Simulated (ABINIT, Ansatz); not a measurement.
**Osmium (P6_3/mmc): from the cell to the phonon bands**

How does Osmium (P6_3/mmc) vibrate, and is this structure a minimum?

Main program and level: ABINIT 10.8.3; DFT PBE, scalar-relativistic, plane waves, PseudoDojo norm-conserving pseudopotentials.

Report form: the programs' logs are mostly left out.

## Step 1: The starting structure

Symmetry: P6_3/mmc, No. 194, hexagonal system. Conventional cell: a = 2.734 Å, b = 2.734 Å, c = 4.320 Å, α = 90.00°, β = 90.00°, γ = 120.00°. Os has 12 Os at 2.68 to 2.73 Å nearest.

## Step 2: A probe with smearing

A first run with smearing and empty bands tells whether the crystal has a gap, which decides between fixed occupations and smearing later on.

File probe.abi:

```
# ground state
tolvrs 1.0d-08
prtden 1
prtwf 1

# basis, mesh and filling
ecut 33.0
ngkpt 9 9 4
nshiftk 1
shiftk 0.0 0.0 0.0
istwfk *1
occopt 7
tsmear 0.005
nband 24
nstep 100
diemac 9.0
prtebands 0
prtgsr 0

# cell and atoms
acell 5.166700197 5.166700197 8.163049941
rprim 
    1.0 0.0 0.0
    -0.5 0.8660254038 0.0
    0.0 0.0 1.0
ntypat 1
znucl 76
natom 2
typat 1 1
xred 
    1/3 2/3 0.25
    2/3 1/3 0.75
pp_dirpath "./pseudo"
pseudos "Os.upf"
```

Run with:

```
OMP_NUM_THREADS=1 mpirun -n 16 abinit probe.abi > probe.log
```

Wall time 4.4 s (16 MPI ranks of Arm Neoverse V2, shared host); 69 s of CPU time.

Numbers from this step:

| Quantity | Value |
| --- | --- |
| volume per atom | 13.98 Å³ |
| pressure | 7.408 GPa |
| gap on the k-mesh | 0 eV |

No gap opens on this mesh, so smearing is kept; the printed pressure holds the stress of the finite basis too.

## Step 3: Relaxing the cell and atoms

The harmonic expansion needs vanishing forces, and a free crystal bears no stress, so cell and atoms are brought to rest. Stress is more sensitive to the basis than forces are: the last 3 Ha under the cutoff are smoothed with ecutsm, and the cutoff is raised above that of the later runs.

File relax.abi:

```
# relaxation
ionmov 2
optcell 2
dilatmx 1.08
ntime 40
tolmxf 1.0d-05
tolvrs 1.0d-14
prtwf 0
prtden 0
chksymtnons 0

# basis, mesh and filling
ecut 41.0
ecutsm 3.0
ngkpt 12 12 6
nshiftk 1
shiftk 0.0 0.0 0.0
istwfk *1
occopt 7
tsmear 0.01
nband 24
nstep 100
diemac 1000000.0
prtebands 0
prtgsr 0

# cell and atoms
acell 5.166700197 5.166700197 8.163049941
rprim 
    1.0 0.0 0.0
    -0.5 0.8660254038 0.0
    0.0 0.0 1.0
ntypat 1
znucl 76
natom 2
typat 1 1
xred 
    1/3 2/3 0.25
    2/3 1/3 0.75
pp_dirpath "./pseudo"
pseudos "Os.upf"
```

Run with:

```
OMP_NUM_THREADS=1 mpirun -n 16 abinit relax.abi > relax.log
```

It took 57 s on 16 MPI ranks; 15 min of CPU time.

The steps of the relaxation:

| step | energy less that of the first step (eV) | largest force (eV/Å) | volume (Å³) |
| --- | --- | --- | --- |
| 1 | 0.0000 | 0.0000 | 27.96 |
| 2 | -0.0132 | 0.0000 | 28.68 |
| 3 | -0.0142 | 0.0000 | 28.53 |
| 4 | -0.0142 | 0.0000 | 28.52 |
| 5 | -0.0142 | 0.0000 | 28.52 |
| 6 | -0.0142 | 0.0000 | 28.52 |

| conventional cell, symmetrised | before | after | change |
| --- | --- | --- | --- |
| a (Å) | 2.734 | 2.751 | +0.6 % |
| b (Å) | 2.734 | 2.751 | +0.6 % |
| c (Å) | 4.320 | 4.352 | +0.7 % |
| volume (Å³/atom) | 13.98 | 14.26 | +2.0 % |

Final coordinates:

```xyz
2
Lattice="2.7510 0.0000 0.0000 -1.3755 2.3824 0.0000 0.0000 0.0000 4.3520" Properties=species:S:1:pos:R:3 pbc="T T T"
Os    0.0000    1.5883    1.0880
Os    1.3755    0.7941    3.2640
```

This step gave:

```
volume per atom : 14.26 Å³
pressure        : 2.14e-5 GPa
```

The volume changes by +2.0 % in this run and stands +2.0 % from the first cell.

## Step 4: Ground state

The response is built on these wavefunctions, so the potential is converged far more tightly than an energy would need. Smearing stays on, as the first look found no gap above 0.3 eV.

File gs.abi:

```
# ground state
tolvrs 1.0d-16
prtden 1
prtwf 1

# basis, mesh and filling
ecut 33.0
ngkpt 12 12 6
nshiftk 1
shiftk 0.0 0.0 0.0
istwfk *1
occopt 7
tsmear 0.01
nband 24
nstep 100
diemac 1000000.0
prtebands 0
prtgsr 0

# cell and atoms
acell 5.198624083 5.198624083 8.224008283
rprim 
    1.0 0.0 0.0
    -0.5 0.8660254038 0.0
    0.0 0.0 1.0
ntypat 1
znucl 76
natom 2
typat 1 1
xred 
    1/3 2/3 0.25
    2/3 1/3 0.75
pp_dirpath "./pseudo"
pseudos "Os.upf"
```

Run with:

```
OMP_NUM_THREADS=1 mpirun -n 16 abinit gs.abi > gs.log
```

Elapsed: 8.7 s, on 16 MPI ranks; 2.3 min of CPU time.

This step gave:

```yaml
pressure: -0.6888 GPa
```

The cell stands at -0.69 GPa: the relaxation ran with a smoothed and higher cutoff, and the difference is a stress of the finite basis.

## Step 5: Linear response at Γ

At q = 0 one unit cell holds all displacements. The response is solved for single atoms along the cell's directions, and symmetry skips those that follow from others. The crystal is treated as a metal, which screens a static field, so no field response is asked.

File dfpt_gamma.abi:

```

# common to the responses
getwfk_filepath "gso_WFK"
kptopt 2
nqpt 1
qpt 0.0 0.0 0.0
asr 0
chneut 0

# displacements
rfphon 1
rfatpol 1 2
rfdir 1 1 1
tolvrs 1.0d-10
prtwf 0
prtpot 1

# basis, mesh and filling
ecut 33.0
ngkpt 12 12 6
nshiftk 1
shiftk 0.0 0.0 0.0
istwfk *1
occopt 7
tsmear 0.01
nband 24
nstep 100
diemac 1000000.0
prtebands 0
prtgsr 0

# cell and atoms
acell 5.198624083 5.198624083 8.224008283
rprim 
    1.0 0.0 0.0
    -0.5 0.8660254038 0.0
    0.0 0.0 1.0
ntypat 1
znucl 76
natom 2
typat 1 1
xred 
    1/3 2/3 0.25
    2/3 1/3 0.75
pp_dirpath "./pseudo"
pseudos "Os.upf"
```

Run with:

```
OMP_NUM_THREADS=1 mpirun -n 16 abinit dfpt_gamma.abi > dfpt_gamma.log
```

Wall time 37 s (16 MPI ranks).

This step gave:

* largest acoustic frequency at the zone centre before the sum rule: -3.94 cm⁻¹
* highest optical zone-centre mode (no LO-TO term): 214.5 cm⁻¹
* lowest optical zone-centre mode: 155.3 cm⁻¹

The acoustic modes at Γ come out as far as 3.9 cm⁻¹ from zero, where they should vanish, a small numerical error.

## Step 6: Phonons on a q mesh

Linear response treats each wavevector of the 3×3×2 mesh in the unit cell; the first-order potentials are kept for the electron-phonon matrix elements.

File dfpt_q.abi:

```
ndtset 5

# wavevectors
qpt1 0.3333333333 0.0 0.0
qpt2 0.3333333333 0.3333333333 0.0
qpt3 0.0 0.0 0.5
qpt4 0.3333333333 0.0 0.5
qpt5 0.3333333333 0.3333333333 0.5

# displacements
getwfk_filepath "gso_WFK"
getwfq_filepath "gso_WFK"
kptopt 3
nqpt 1
rfphon 1
rfatpol 1 2
rfdir 1 1 1
tolvrs 1.0d-10
prtwf 0
prtpot 1

# basis, mesh and filling
ecut 33.0
ngkpt 12 12 6
nshiftk 1
shiftk 0.0 0.0 0.0
istwfk *1
occopt 7
tsmear 0.01
nband 24
nstep 100
diemac 1000000.0
prtebands 0
prtgsr 0

# cell and atoms
acell 5.198624083 5.198624083 8.224008283
rprim 
    1.0 0.0 0.0
    -0.5 0.8660254038 0.0
    0.0 0.0 1.0
ntypat 1
znucl 76
natom 2
typat 1 1
xred 
    1/3 2/3 0.25
    2/3 1/3 0.75
pp_dirpath "./pseudo"
pseudos "Os.upf"
```

Run with:

```
OMP_NUM_THREADS=1 mpirun -n 16 abinit dfpt_q.abi > dfpt_q.log
```

The job ended after 14 min (16 MPI ranks).

Read from the output:

* lowest mode on the q mesh (acoustic ones at the zone centre apart): 110.0 cm⁻¹

Frequencies (cm⁻¹) before the sum rule at the irreducible wavevectors but Γ, which is solved apart; negative means imaginary. Frequencies by wavevector:

| q (fractions) | star | mode 1 | mode 2 | mode 3 | mode 4 | mode 5 | mode 6 |
| --- | --- | --- | --- | --- | --- | --- | --- |
| 0.3333 0 0 | 6 | 110 | 127.3 | 164.7 | 178.1 | 179.1 | 192.4 |
| 0.3333 0.3333 0 | 2 | 139.8 | 139.8 | 170.2 | 174 | 174 | 218.1 |
| 0 0 0.5 | 1 | 112.6 | 112.6 | 112.6 | 112.6 | 171.3 | 171.3 |
| 0.3333 0 0.5 | 6 | 134.6 | 134.6 | 155.1 | 155.1 | 212.3 | 212.3 |
| 0.3333 0.3333 0.5 | 2 | 148 | 148 | 190.1 | 190.1 | 198 | 198 |

## Step 7: Dispersion

anaddb transforms the dynamical matrices to force constants and back along the path; points of the mesh come back as solved, but for the sum rule and, in polar crystals, the LO-TO term at Γ; the rest is interpolation.

File anaddb.abi:

```
ddb_filepath "all_DDB"
output_file "anaddb.abo"
outdata_prefix "anaddb"
ifcflag 1
ngqpt 3 3 2
nqshft 1
q1shft 0.0 0.0 0.0
asr 1
chneut 0
dipdip 0
dipquad 0
quadquad 0
enunit 0
eivec 0
nph1l 93
qph1l 
    0.0 0.0 0.0 1.0
    0.05 0.0 0.0 1.0
    0.1 0.0 0.0 1.0
    0.15 0.0 0.0 1.0
    0.2 0.0 0.0 1.0
    0.25 0.0 0.0 1.0
    0.3 0.0 0.0 1.0
    0.35 0.0 0.0 1.0
    0.4 0.0 0.0 1.0
    0.45 0.0 0.0 1.0
    0.5 0.0 0.0 1.0
    0.48333333 0.03333333 0.0 1.0
    0.46666667 0.06666667 0.0 1.0
    0.45 0.1 0.0 1.0
    0.43333333 0.13333333 0.0 1.0
    0.41666667 0.16666667 0.0 1.0
    0.4 0.2 0.0 1.0
    0.38333333 0.23333333 0.0 1.0
    0.36666667 0.26666667 0.0 1.0
    0.35 0.3 0.0 1.0
    0.33333333 0.33333333 0.0 1.0
    0.3 0.3 0.0 1.0
    0.26666667 0.26666667 0.0 1.0
    0.23333333 0.23333333 0.0 1.0
    0.2 0.2 0.0 1.0
    0.16666667 0.16666667 0.0 1.0
    0.13333333 0.13333333 0.0 1.0
    0.1 0.1 0.0 1.0
    0.06666667 0.06666667 0.0 1.0
    0.03333333 0.03333333 0.0 1.0
    0.0 0.0 0.0 1.0
    0.0 0.0 0.05 1.0
    0.0 0.0 0.1 1.0
    0.0 0.0 0.15 1.0
    0.0 0.0 0.2 1.0
    0.0 0.0 0.25 1.0
    0.0 0.0 0.3 1.0
    0.0 0.0 0.35 1.0
    0.0 0.0 0.4 1.0
    0.0 0.0 0.45 1.0
    0.0 0.0 0.5 1.0
    0.05 0.0 0.5 1.0
    0.1 0.0 0.5 1.0
    0.15 0.0 0.5 1.0
    0.2 0.0 0.5 1.0
    0.25 0.0 0.5 1.0
    0.3 0.0 0.5 1.0
    0.35 0.0 0.5 1.0
    0.4 0.0 0.5 1.0
    0.45 0.0 0.5 1.0
    0.5 0.0 0.5 1.0
    0.48333333 0.03333333 0.5 1.0
    0.46666667 0.06666667 0.5 1.0
    0.45 0.1 0.5 1.0
    0.43333333 0.13333333 0.5 1.0
    0.41666667 0.16666667 0.5 1.0
    0.4 0.2 0.5 1.0
    0.38333333 0.23333333 0.5 1.0
    0.36666667 0.26666667 0.5 1.0
    0.35 0.3 0.5 1.0
    0.33333333 0.33333333 0.5 1.0
    0.3 0.3 0.5 1.0
    0.26666667 0.26666667 0.5 1.0
    0.23333333 0.23333333 0.5 1.0
    0.2 0.2 0.5 1.0
    0.16666667 0.16666667 0.5 1.0
    0.13333333 0.13333333 0.5 1.0
    0.1 0.1 0.5 1.0
    0.06666667 0.06666667 0.5 1.0
    0.03333333 0.03333333 0.5 1.0
    0.0 0.0 0.5 1.0
    0.5 0.0 0.5 1.0
    0.5 0.0 0.45 1.0
    0.5 0.0 0.4 1.0
    0.5 0.0 0.35 1.0
    0.5 0.0 0.3 1.0
    0.5 0.0 0.25 1.0
    0.5 0.0 0.2 1.0
    0.5 0.0 0.15 1.0
    0.5 0.0 0.1 1.0
    0.5 0.0 0.05 1.0
    0.5 0.0 0.0 1.0
    0.33333333 0.33333333 0.5 1.0
    0.33333333 0.33333333 0.45 1.0
    0.33333333 0.33333333 0.4 1.0
    0.33333333 0.33333333 0.35 1.0
    0.33333333 0.33333333 0.3 1.0
    0.33333333 0.33333333 0.25 1.0
    0.33333333 0.33333333 0.2 1.0
    0.33333333 0.33333333 0.15 1.0
    0.33333333 0.33333333 0.1 1.0
    0.33333333 0.33333333 0.05 1.0
    0.33333333 0.33333333 0.0 1.0
```

File mrgddb.in:

```
all_DDB
merged
6
dfpt_gammao_DDB
dfpt_qo_DS1_DDB
dfpt_qo_DS2_DDB
dfpt_qo_DS3_DDB
dfpt_qo_DS4_DDB
dfpt_qo_DS5_DDB
```

Run with:

```
mrgddb < mrgddb.in > mrgddb.log
OMP_NUM_THREADS=1 anaddb anaddb.abi > anaddb.log
```

The job ended after 0.5 s (1 thread).

Numbers from this step:

```yaml
lowest_frequency_on_the_path: 0 cm⁻¹
```

Anaddb. The phonon branches at the labelled points (cm⁻¹):

| point | branch 1 | branch 2 | branch 3 | branch 4 | branch 5 | branch 6 |
| --- | --- | --- | --- | --- | --- | --- |
| Γ | 0 | 0 | 0 | 155 | 155 | 214 |
| halfway | 91 | 108 | 149 | 172 | 180 | 182 |
| M | 124 | 139 | 149 | 184 | 200 | 208 |
| halfway | 139 | 142 | 145 | 178 | 192 | 213 |
| K | 140 | 140 | 170 | 174 | 174 | 218 |
| halfway | 107 | 118 | 157 | 173 | 182 | 182 |
| Γ | 0 | 0 | 0 | 155 | 155 | 214 |
| halfway | 62 | 62 | 100 | 145 | 145 | 206 |
| A | 113 | 113 | 113 | 113 | 171 | 171 |
| halfway | 126 | 126 | 145 | 145 | 202 | 202 |
| L | 145 | 145 | 163 | 163 | 221 | 221 |
| halfway | 146 | 146 | 173 | 173 | 213 | 213 |
| H | 148 | 148 | 190 | 190 | 198 | 198 |
| halfway | 129 | 129 | 153 | 153 | 205 | 205 |
| A | 113 | 113 | 113 | 113 | 171 | 171 |
| jump to L | 145 | 145 | 163 | 163 | 221 | 221 |
| halfway | 138 | 142 | 147 | 179 | 210 | 214 |
| M | 124 | 139 | 149 | 184 | 200 | 208 |
| jump to H | 148 | 148 | 190 | 190 | 198 | 198 |
| halfway | 147 | 147 | 179 | 180 | 180 | 213 |
| K | 140 | 140 | 170 | 174 | 174 | 218 |

All branches are real along the path.

## Step 8: Density of states

Sums over the zone need many more wavevectors than were solved, so the interpolation is sampled on a dense mesh.

File anaddb.abi:

```
ddb_filepath "all_DDB"
output_file "anaddb.abo"
outdata_prefix "anaddb"
ifcflag 1
ngqpt 3 3 2
nqshft 1
q1shft 0.0 0.0 0.0
asr 1
chneut 0
dipdip 0
dipquad 0
quadquad 0
prtdos 2
ng2qpt 19 19 10
dosdeltae 4.5563e-06
ntemper 11
temperinc 100.0
tempermin 0.0
```

Run with:

```
OMP_NUM_THREADS=1 anaddb anaddb.abi > anaddb.log
```

Elapsed: 0.61 s, on 1 thread.

Read from the output:

* share of modes beyond 3i cm⁻¹ on the dense interpolated mesh: 0
* zero-point energy per atom: 29.92 meV
* heat capacity at 300 K: 23.69 J/(mol atoms K)
* vibrational entropy at 300 K: 32.77 J/(mol atoms K)

The phonon density of states has structure finer than the step of the table below, so its rows give means over 10 cm⁻¹, whole bins alone (the curve runs from -30 to 248 cm⁻¹). Peaks (cm⁻¹: height): 145.0: 0.136, 178.0: 0.0751, 210.0: 0.0873.

Tetrahedra. Phonon density of states against wavenumber; means over each step:

wavenumber (cm⁻¹), phonon density of states (1/cm⁻¹/cell) and a bar:
```
        0      0.000 
       10      0.000 
       20      0.000 
       30      0.001 
       40      0.001 
       50      0.002 #
       60      0.003 #
       70      0.004 #
       80      0.006 ##
       90      0.008 ###
      100      0.011 ####
      110      0.017 ######
      120      0.025 ########
      130      0.041 ##############
      140      0.089 ##############################
      150      0.076 ##########################
      160      0.046 ################
      170      0.051 #################
      180      0.049 #################
      190      0.033 ###########
      200      0.056 ###################
      210      0.070 ########################
      220      0.012 ####
      230      0.000
```

Harmonic thermodynamic functions per atom, summed over the density of states scaled to three modes an atom; melting is ignored. Thermodynamic functions:

| T (K) | F_vib (meV/atom) | S (J/mol-atom/K) | C_V (J/mol-atom/K) |
| --- | --- | --- | --- |
| 0 | 29.92 | 0 | 0 |
| 50 | 29.68 | 2.023 | 6.015 |
| 100 | 26.7 | 9.765 | 16.23 |
| 200 | 9.04 | 23.42 | 22.25 |
| 300 | -20.35 | 32.77 | 23.69 |
| 400 | -58.05 | 39.67 | 24.23 |
| 500 | -102.1 | 45.11 | 24.48 |
| 600 | -151.2 | 49.58 | 24.62 |
| 700 | -204.6 | 53.39 | 24.71 |
| 800 | -261.7 | 56.69 | 24.76 |
| 900 | -322 | 59.61 | 24.8 |
| 1000 | -385.2 | 62.22 | 24.83 |

At 300 K the heat capacity has reached 95 % of the Dulong-Petit value.

## Step 9: A second program

A second program on the same cell, potentials, cutoff and meshes tests the implementation of the phonon response, not its convergence.

This step: DFT PBE, scalar-relativistic, plane waves, PseudoDojo norm-conserving pseudopotentials (Ansatz 0.2.0).

File input.yaml:

```yaml
crystal:
  lattice:
    - [2.7509933925, 0.0, 0.0]
    - [-1.3754966963, 2.3824301636, 0.0]
    - [0.0, 0.0, 4.3519577656]
  atoms:
    - { symbol: Os, position: [0.3333333333, 0.6666666667, 0.25] }
    - { symbol: Os, position: [0.6666666667, 0.3333333333, 0.75] }
kpoints:
  mp_grid: { grid: [12, 12, 6] }
hamiltonian:
  xc: pbe
  pseudopotentials: { kind: nc, accuracy: standard }
scf:
  occupations: { method: gaussian, width: 0.27211 }
output:
  eigenvalues: true
basis:
  ecutwfc: 897.976
phonons:
  method: dfpt
  qmesh: [3, 3, 2]
  temperatures: { t_max: 1000, t_step: 50 }
  qpath:
    path:
      - [[0.0, 0.0, 0.0], [0.5, 0.0, 0.0], [0.33333333, 0.33333333, 0.0], [0.0, 0.0, 0.0], [0.0, 0.0, 0.5], [0.5, 0.0, 0.5], [0.33333333, 0.33333333, 0.5], [0.0, 0.0, 0.5]]
      - [[0.5, 0.0, 0.5], [0.5, 0.0, 0.0]]
      - [[0.33333333, 0.33333333, 0.5], [0.33333333, 0.33333333, 0.0]]
    npoints: 10
  electrical_resistivity: { temperatures: [77, 300], mesh: [24, 24, 12] }
```

Run with:

```
ansatz run input.yaml --threads 16 --pin off --max-ram 32768MiB --backend cpu --events-out ev --progress --plain --runs-dir out
```

Elapsed: 2.1 min, on 16 threads; peak memory 2.1 GiB; 32 min of CPU time.

This step gave:

```
sum-rule residual before enforcement                               : 7.63e-4 eV/Å²
mean frequency                                                     : 160.9 cm⁻¹
Debye temperature (second moment)                                  : 306 K
logarithmic mean frequency                                         : 156.2 cm⁻¹
lowest optical zone-centre mode                                    : 155.4 cm⁻¹
lowest mode on the q mesh (acoustic ones at the zone centre apart) : 110 cm⁻¹
zero-point energy per atom                                         : 29.91 meV
vibrational entropy at 300 K                                       : 32.78 J/(mol atoms K)
```

## Step 10: Side by side: ABINIT PseudoDojo and Ansatz, PseudoDojo

Worked out from the results:

```
root-mean-square difference             : 0.03 cm⁻¹
largest difference                      : 0.05 cm⁻¹
root-mean-square difference on the path : 0 cm⁻¹
largest difference on the path          : 0.1 cm⁻¹
```

The interpolated bands of the two lie on top of each other.

At the solved wavevectors the largest difference (acoustic modes at Γ apart) is 0.02 % of the highest mode.

## Step 11: What came out

```yaml
space_group_after_relaxation: P6_3/mmc
volume_per_atom: 14.3 Å³
highest_optical_zone_centre_mode_no_lo_to_term: 214.5 cm⁻¹
lowest_optical_zone_centre_mode: 155.3 cm⁻¹
q_mesh: 3×3×2
lowest_mode_on_the_q_mesh_acoustic_ones_at_the_zone_centre_apart: 110.0 cm⁻¹
zero_point_energy_per_atom: 29.9 meV
heat_capacity_at_300_k: 23.7 J/(mol atoms K)
vibrational_entropy_at_300_k: 32.8 J/(mol atoms K)
imaginary_modes_on_the_q_mesh: none
largest_difference_from_ansatz_pseudodojo: 0.05 cm⁻¹
```

In words: Osmium (P6_3/mmc) is dynamically stable on the 3×3×2 mesh; its spectrum reaches 221 cm⁻¹. At the PBE level the optical modes of Osmium (P6_3/mmc) at the zone centre run from 155 to 214 cm⁻¹. Along axes with an odd number of divisions the mesh misses the zone-boundary points at one half, where instabilities often lie; those are only interpolated. The base run prints -0.69 GPa, mostly the error of a finite basis; the relaxation, with a smoothed and higher cutoff, had brought the cell to rest. ABINIT PseudoDojo and Ansatz, PseudoDojo agree to 0.05 cm⁻¹ (0.02 % of the highest mode compared) on all solved modes but the acoustic ones at Γ. These are harmonic frequencies at zero temperature: anharmonic shifts and linewidths and thermal expansion are left out. Spin-orbit coupling is left out, which can matter for the heavy elements here. In a metal the frequencies hang on the k mesh and the smearing, most of all near Kohn anomalies. Ansatz warns that the cutoff lies 11 % under the one recommended for these files; agreement at one cutoff is not convergence. Electron-phonon sums were run after this but are left out, since no second program bore their λ out within 30 %; a λ that a log prints is not taken as a result. The q mesh stands for a supercell only 8.3 Å across, so branches between the solved wavevectors are rough.

[Host names and launcher messages were left out of these logs when they were recorded.]

[Logs are printed without paths, hosts, clocks, repeated set-up lines and the standing remarks that a program may print on its own settings, such as how far it seeks lower states.]

[Hosts, paths, dates, database ids (printed as entryN), source tags and the programs' standing remarks are cut or masked in the printed files.]
